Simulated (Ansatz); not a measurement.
# How fast states decay through Y2SBr2O, part 3 of 3

Aim: relax a made-up compound, Y2SBr2O, and see how good a tunnel barrier it would be. It is built by putting S for part of the O in the YBrO structure of space group R-3m, with the volume rescaled by atomic radii. The parent structure comes from the Materials Project.

Ansatz 0.2.0; r2SCAN DFT, plane waves, PAW files (the session's first sound run).

So far, decay constant at the filling level, zone centre (Å⁻¹): step 4 (decaying states in the gap, plane (101)) 0.276; step 5 (plane (001)) 0.298.

The structure was built from a prototype and need not be the compound's stable phase.

### Step 6. Band edges at another level, cutoff 420 eV

This step: LDA DFT, plane waves, PAW files (Ansatz 0.2.0).

The edges again with LDA, at the same atoms. Against that run the cutoff is 420 eV against 500.

Input file input.yaml:

```yaml
crystal:
  lattice:
    - [1.9308267528, 1.1147633455, 11.4775761042]
    - [-1.9308267528, 1.1147633455, 11.4775761042]
    - [0.0, -2.2295266909, 11.4775761042]
  atoms:
    - { symbol: "Y", position: [0.7358212165, 0.7358212165, 0.7358212165] }
    - { symbol: "Y", position: [0.2739979905, 0.2739979905, 0.2739979905] }
    - { symbol: Br, position: [0.8830398426, 0.8830398426, 0.8830398426] }
    - { symbol: Br, position: [0.1229092884, 0.1229092884, 0.1229092884] }
    - { symbol: O, position: [0.6206194084, 0.6206194084, 0.6206194084] }
    - { symbol: S, position: [0.3636122537, 0.3636122537, 0.3636122537] }
kpoints:
  mp_grid: { grid: [8, 8, 8] }
  band_path: { path: [VBM, CBM], npoints: 30 }
scf:
  occupations: { method: fixed }
hamiltonian:
  xc: lda
output:
  eigenvalues: true
```

On the command line:

```console
$ ansatz run input.yaml --threads 2 --pin off --max-ram 4096MiB --backend cpu --events-out ev --progress --plain --runs-dir out
```

Numbers of over 12 decimals in the logs are rounded to 6 here.

The program printed:

```text
[...]
Crystal: 6 atoms, lattice volume = 148.227 Å³
Basis set: ecut = 420 eV, 2919 PW (Γ), FFT grids on a1−a3, a2−a3, a3
Bands: 30, of which v1, the nominal top of the filled ones, is band 24 counted from 1 (23 counted from 0)
Symmetry: 6 space group operations
[...]
k-points: 65 of 512 (time reversal used)
[...]
SCF iter   1: F=—  HF=-14315.191062 eV  |F-HF|=—  |Δ(HF+E_count)|=         —  Δρ=7.04e-3  dr2=8.25e-2  ethr=1.77e-3  ⟨swp⟩=5.6  Hψ=7847  notcnv=0  defer=236
[...]
SCF iter   8: F=-14315.171603 eV  HF=-14315.171603 eV  |F-HF|=2.26e-9  |Δ(HF+E_count)|=   1.43e-8  Δρ=2.67e-6  dr2=2.20e-8  ethr=2.08e-10  ⟨swp⟩=10.9  Hψ=8332  notcnv=0
SCF 1 converged in 8 iterations: F = -14315.171603 eV  dr2 = 2.20e-8
[...]
SCF converged after 8 iterations
Free energy (F): -14315.171603 eV
[...]
Internal energy: -14315.171603 eV  (E = F + TS)
E sigma→0 (E₀):  -14315.171603 eV
Fermi energy:    5.381520 eV
[...]
--- Band table (eV; the first three rows and the last of 65) ---
  k-point 0: bands = [... 20 lower, 4.0280, 5.2746, 5.3815, 5.3815, 8.0175, 8.0175, 8.2109, 9.2313, ... 2 higher]
  k-point 1: bands = [... 20 lower, 3.9192, 4.8671, 5.2490, 5.2624, 7.7722, 8.2429, 8.4090, 9.7592, ... 2 higher]
  k-point 2: bands = [... 20 lower, 3.8131, 4.3810, 4.9979, 5.1080, 7.4064, 8.5854, 8.7743, 9.9883, ... 2 higher]
  k-point 64: bands = [... 20 lower, 4.0309, 5.0467, 5.3808, 5.3808, 8.0178, 8.0178, 8.2277, 9.6350, ... 2 higher]
```

Elapsed: 30 s, on 2 threads of Arm Neoverse V2, shared host; peak memory 0.49 GiB; 60 s of CPU time.

This step gave:

- free energy: -14315.1716 eV
- Fermi energy: 5.382 eV
- gap on the k-mesh: 1.608 eV
- gap on path: 1.608 eV, by band count; negative where bands overlap
- direct gap on path: 2.009 eV

The electronic bands at the labelled points (eV, zero at the Fermi level (highest filled level under fixed occupations); v1 is the highest filled band, c1 the lowest empty one):

```tsv
point	v4	v3	v2	v1	c1	c2	c3	c4
VBM	-1.35	-0.11	0.00	0.00	2.64	2.64	2.83	3.85
halfway	-1.55	-1.03	-0.39	-0.30	2.04	3.21	3.39	4.64
CBM	-1.12	-1.11	-0.78	-0.40	1.61	4.46	4.52	4.69
```

The searched edges give 1.61 eV, as on the mesh.

### Step 7. Complex bands at another level, cutoff 420 eV

This step: LDA DFT, plane waves, PAW files; complex bands by layer matching along the plane's normal (Ansatz 0.2.0).

The complex bands at that level, over its own gap, at (0, 0) and (-0.5, 0).

Input file input.yaml:

```yaml
crystal:
  lattice:
    - [11.692114543, 0.0, 0.0]
    - [0.637710473, 3.808634027, 0.0]
    - [0.637710473, 1.850928496, 3.328626872]
  atoms:
    - { symbol: "Y", position: [0.2074636495, 0.2641787835, 0.2641787835] }
    - { symbol: "Y", position: [0.8219939715, 0.7260020095, 0.7260020095] }
    - { symbol: Br, position: [0.6491195278, 0.1169601574, 0.1169601574] }
    - { symbol: Br, position: [0.3687278652, 0.8770907116, 0.8770907116] }
    - { symbol: O, position: [0.8618582252, 0.3793805916, 0.3793805916] }
    - { symbol: S, position: [0.0908367611, 0.6363877463, 0.6363877463] }
kpoints:
  mp_grid: { grid: [8, 8, 8] }
scf:
  occupations: { method: fixed }
hamiltonian:
  xc: lda
output:
  eigenvalues: true
  transmission:
    leads: [[0, 0]]
    kpoints: [[0.0, 0.0], [-0.5, 0.0]]
    e_range: [-1.0, 2.61]
    de: 0.07
```

The program printed:

```text
[...]
Crystal: 6 atoms, lattice volume = 148.227 Å³
Basis set: ecut = 420 eV, 2919 PW (Γ)
Bands: 30, of which v1, the nominal top of the filled ones, is band 24 counted from 1 (23 counted from 0)
Symmetry: 6 space group operations
[...]
k-points: 65 of 512 (time reversal used)
[...]
SCF iter   1: F=—  HF=-14315.190421 eV  |F-HF|=—  |Δ(HF+E_count)|=         —  Δρ=7.02e-3  dr2=8.20e-2  ethr=1.77e-3  ⟨swp⟩=5.6  Hψ=7704  notcnv=0  defer=236
[...]
SCF iter   8: F=-14315.171603 eV  HF=-14315.171603 eV  |F-HF|=2.59e-9  |Δ(HF+E_count)|=   1.16e-8  Δρ=2.69e-6  dr2=2.21e-8  ethr=2.08e-10  ⟨swp⟩=10.9  Hψ=8339  notcnv=0
SCF 1 converged in 8 iterations: F = -14315.171603 eV  dr2 = 2.21e-8
[...]
transmission: 5 of 10 steps passed
transmission: 10 of 10 steps passed
SCF converged after 8 iterations
Free energy (F): -14315.171603 eV
[...]
Internal energy: -14315.171603 eV  (E = F + TS)
E sigma→0 (E₀):  -14315.171603 eV
Fermi energy:    5.381521 eV
[...]
--- Band table (eV; the first three rows and the last of 65) ---
  k-point 0: bands = [... 20 lower, 4.0280, 5.2746, 5.3815, 5.3815, 8.0175, 8.0175, 8.2109, 9.2313, ... 2 higher]
  k-point 1: bands = [... 20 lower, 3.9192, 4.8671, 5.2490, 5.2624, 7.7722, 8.2429, 8.4090, 9.7592, ... 2 higher]
  k-point 2: bands = [... 20 lower, 3.8131, 4.3810, 4.9979, 5.1080, 7.4064, 8.5854, 8.7743, 9.9883, ... 2 higher]
  k-point 64: bands = [... 20 lower, 4.0309, 5.0467, 5.3808, 5.3808, 8.0178, 8.0178, 8.2277, 9.6350, ... 2 higher]
--- Transmission ---
  basis      : 397 plane waves across, 5 finite elements along
  points     : 2, as listed
[...]
crystal 0  : Y2Br2O1S1, at the sites [0, 0], period 3.3286 Å: whole cells are its period
[...]
channels       : 0.000000e0 a spin
[...]
slowest decay  : 0.2407 /Å at (0.0000, 0.0000)
```

Run time: 2.2 min. Hardware: 2 threads; peak memory 1.2 GiB; 3.9 min of CPU time.

Numbers from this step:

```
level to which the leads are filled                       : 0.8040 eV from the Fermi level
decay constant at the filling level, zone centre          : 0.2407 Å⁻¹
decay constant at the filling level, slowest listed point : 0.2407 Å⁻¹
```

K parallel (0, 0); values up to 1.5 1/Å, a degenerate pair printed once or twice; energies at which all values exceed this have no row. The Im kz of the slowest decaying states by energy, zero at the highest filled level on the SCF mesh:

```tsv
energy (eV)	decay 1 (Å⁻¹)	decay 2 (Å⁻¹)	decay 3 (Å⁻¹)	decay 4 (Å⁻¹)
-1.00	0.134	0.184	0.321	0.358
-0.86	0.132	0.209	0.214	0.359
-0.72	0.229	0.274	0.375	0.387
-0.58	0.246	0.290	0.370	0.409
-0.44	0.218	0.259	0.364	0.426
-0.30	0.271	0.367	0.438	0.458
-0.16	0.283	0.388	0.448	0.494
-0.02	0.241	0.320	0.410	0.455
0.12	0.110	0.219	0.288	0.430
0.26	0.154	0.296	0.310	0.446
0.40	0.184	0.301	0.370	0.459
0.54	0.207	0.305	0.415	0.462
0.68	0.226	0.308	0.455	0.474
0.89	0.247	0.311	0.456	0.477
1.03	0.258	0.312	0.448	0.476
1.17	0.267	0.312	0.439	0.474
1.31	0.273	0.312	0.428	0.443
1.45	0.277	0.312	0.314	0.416
1.59	0.115	0.278	0.311	0.400
1.73	0.277	0.310	0.382	0.443
1.87	0.274	0.309	0.361	0.429
2.01	0.269	0.307	0.334	0.412
2.15	0.262	0.303	0.304	0.393
2.29	0.252	0.262	0.299	0.373
2.43	0.208	0.242	0.291	0.353
2.57	0.121	0.232	0.280	0.332
```

K parallel (0, 0). The Re kz of states that move upwards by energy, zero at the highest filled level on the SCF mesh:

```tsv
energy (eV)	channel 1 (Å⁻¹)	channel 2 (Å⁻¹)	channel 3 (Å⁻¹)
-1.00	-0.640	-0.466	0.535
-0.86	-0.350	-	-
-0.65	-0.718	-0.277	-
-0.51	-0.581	-0.234	-
-0.30	-0.514	-0.402	-0.166
-0.16	-0.286	-0.277	-0.101
-0.02	-0.0929	-0.0499	-
0.05	-	-	-
0.19	-	-	-
0.33	-	-	-
0.54	-	-	-
0.68	-	-	-
0.89	-	-	-
1.03	-	-	-
1.24	-	-	-
1.38	-	-	-
1.52	-	-	-
1.73	-0.696	-	-
1.87	-0.577	-	-
2.08	-0.437	-	-
2.22	-0.348	-	-
2.43	-0.209	-	-
2.57	-0.100	-	-
```

K parallel (-0.5, 0); values up to 1.5 1/Å, a degenerate pair printed once or twice; energies at which all values exceed this have no row. Table of Im kz of the slowest decaying states by energy, zero at the highest filled level on the SCF mesh:

```tsv
energy (eV)	decay 1 (Å⁻¹)	decay 2 (Å⁻¹)	decay 3 (Å⁻¹)	decay 4 (Å⁻¹)
-1.000	0.145	0.174	0.233	0.246
-0.790	0.0590	0.203	0.297	0.320
-0.580	0.217	0.328	0.334	0.406
-0.370	0.187	0.358	0.411	0.429
-0.230	0.236	0.350	0.440	0.467
-0.020	0.325	0.411	0.431	0.451
0.190	0.148	0.274	0.311	0.421
0.400	0.203	0.310	0.378	0.431
0.610	0.240	0.310	0.440	0.447
0.820	0.268	0.309	0.445	0.457
1.030	0.292	0.303	0.420	0.447
1.170	0.302	0.382	0.444	0.447
1.380	0.294	0.307	0.425	0.444
1.590	0.0871	0.296	0.321	0.402
1.800	0.285	0.332	0.373	0.423
2.010	0.271	0.335	0.339	0.404
2.220	0.252	0.284	0.345	0.381
2.430	0.208	0.228	0.349	0.352
```

K parallel (-0.5, 0). Re kz of states that move upwards against energy, zero at the highest filled level on the SCF mesh:

```tsv
energy (eV)	channel 1 (Å⁻¹)	channel 2 (Å⁻¹)	channel 3 (Å⁻¹)
-1.00	-0.461	-	-
-0.93	-0.397	-	-
-0.79	-0.319	-	-
-0.72	-0.769	-0.289	-
-0.58	-0.613	-0.232	-
-0.51	-0.549	-0.202	-
-0.44	-0.489	-0.167	-
-0.30	-0.549	-0.374	-
-0.23	-0.315	-0.299	-
-0.16	-0.251	-0.149	-
-0.02	-0.0651	-0.0247	-
0.05	-	-	-
0.19	-	-	-
0.26	-	-	-
0.33	-	-	-
0.47	-	-	-
0.54	-	-	-
0.61	-	-	-
0.75	-	-	-
0.82	-	-	-
0.96	-	-	-
1.03	-	-	-
1.10	-	-	-
1.24	-	-	-
1.31	-	-	-
1.38	-	-	-
1.52	-	-	-
1.59	-	-	-
1.73	-0.682	-	-
1.80	-0.617	-	-
1.87	-0.560	-	-
2.01	-0.459	-	-
2.08	-0.411	-	-
2.15	-0.364	-	-
2.29	-0.273	-	-
2.36	-0.227	-	-
2.50	-0.130	-	-
2.57	-0.0742	-	-
```

At the listed wavevectors the last open channel is at -0.02 eV and the next at +1.66 eV on the grid. At +0.82 eV, the grid energy nearest the filling level (the middle of the gap on the SCF mesh), the slowest state at the listed wavevectors decays with κ = 0.241 Å⁻¹, its amplitude falling by e over 4.2 Å; the first such run, plane (101), gave 0.276 Å⁻¹.

### Step 8. Outcome

| Quantity | Value |
| --- | --- |
| band gap | 2.08 eV |
| least decay constant at mid-gap, normal to (101) | 0.276 Å⁻¹ |
| least decay constant at mid-gap, normal to (001) | 0.298 Å⁻¹ |
| least decay constant, LDA | 0.241 Å⁻¹ |

**Reading.** With r2SCAN, the slowest decay at the wavevectors tried is κ = 0.276 Å⁻¹, normal to (101). Through such a film the transmission near mid-gap falls as exp(−2κd), a factor of ten every 4.2 Å. The directions tried decay at nearly the same rate. A free electron under a barrier of half the gap would need a mass of 0.28 mₑ to decay at this rate. With LDA the gap goes from 2.08 to 1.61 eV and the decay constant, over the first 2 listed wavevectors, from 0.276 to 0.241 Å⁻¹. The compound is made up by substitution; its stability against other phases and against distortions of the cell's symmetry was not tested. r2SCAN still narrows gaps, if less than LDA and GGA do, so real decay constants are likely larger.

[Logs are printed without paths, hosts, clocks, repeated set-up lines and the standing remarks that a program may print on its own settings, such as how far it seeks lower states.]

[Hosts, paths, dates, database ids (printed as entryN), source tags and the programs' standing remarks are cut or masked in the printed files.]
